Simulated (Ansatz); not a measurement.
System: BaSrTi2O6 (perovskite [001] superlattice).

The cell holds 20 atoms: 2 Sr, 12 O, 4 Ti and 2 Ba. Cell: a = 3.923 Å, b = 3.923 Å, c = 15.891 Å, α = 90.0°, β = 90.0°, γ = 90.0°. It derives from SrTiO3. Regions: SrTiO3, 10 atoms (2 Sr, 6 O and 2 Ti); BaTiO3, 10 atoms (2 Ba, 6 O and 2 Ti). The structure's axis is c.

```xyz
20
Lattice="3.9230 0.0000 0.0000 0.0000 3.9230 0.0000 0.0000 0.0000 15.8915" Properties=species:S:1:pos:R:3 pbc="T T T"
Sr    0.0000    0.0000    0.8989
O     1.9615    1.9615    0.9911
Ti    1.9615    1.9615    2.8349
O     1.9615    0.0000    2.9491
O     0.0000    1.9615    2.9491
Sr    0.0000    0.0000    4.7963
O     1.9615    1.9615    4.8895
Ti    1.9615    1.9615    6.7218
O     1.9615    0.0000    6.8155
O     0.0000    1.9615    6.8155
Ba    0.0000    0.0000    8.7952
O     1.9615    1.9615    8.9001
Ti    1.9615    1.9615   10.7691
O     1.9615    0.0000   10.8866
O     0.0000    1.9615   10.8866
Ba    0.0000    0.0000   12.8493
O     1.9615    1.9615   12.9478
Ti    1.9615    1.9615   14.8286
O     1.9615    0.0000   14.9651
O     0.0000    1.9615   14.9651
```

The structure was relaxed with PBEsol. The runs that relaxed it are not among those shown. Spin-orbit coupling is left out unless a run names it.

Gaps computed with Ansatz 0.2.0 without a self-energy: PBEsol 1.85 eV and HSE06 3.32 eV.

**Question.** Estimate the G0W0@PBEsol gap with 6×6×2 mesh, 823 empty bands, screening to 130 eV, PAW set soft_1 files.

About 3.52 eV: on its mesh the run moves the gap from 1.85 eV by +1.67 eV. Among the scalar-relativistic levels given, HSE06 is nearest (−0.20 eV). Bands and cutoff are finite, so the gap is not at the basis limit. The miss can reach some tenths of an eV and take either sign; the mesh is an error of its own. The many-body steps are scalar-relativistic: spin-orbit coupling is not in them.

[Paths, hosts, dates, memory and timing lines, banners, echoed tables and standing remarks are left out of the program output.]

[Logs are printed without paths, hosts, clocks, repeated set-up lines and the standing remarks that a program may print on its own settings, such as how far it seeks lower states.]

[Runs of the session that timed out or met a known fault of the program may be left out.]

[Cells called generated may have been cut or substituted from an entry of the Crystallography Open Database or the Materials Project.]

[Hosts, paths, dates, database ids (printed as entryN), source tags and the programs' standing remarks are cut or masked in the printed files.]
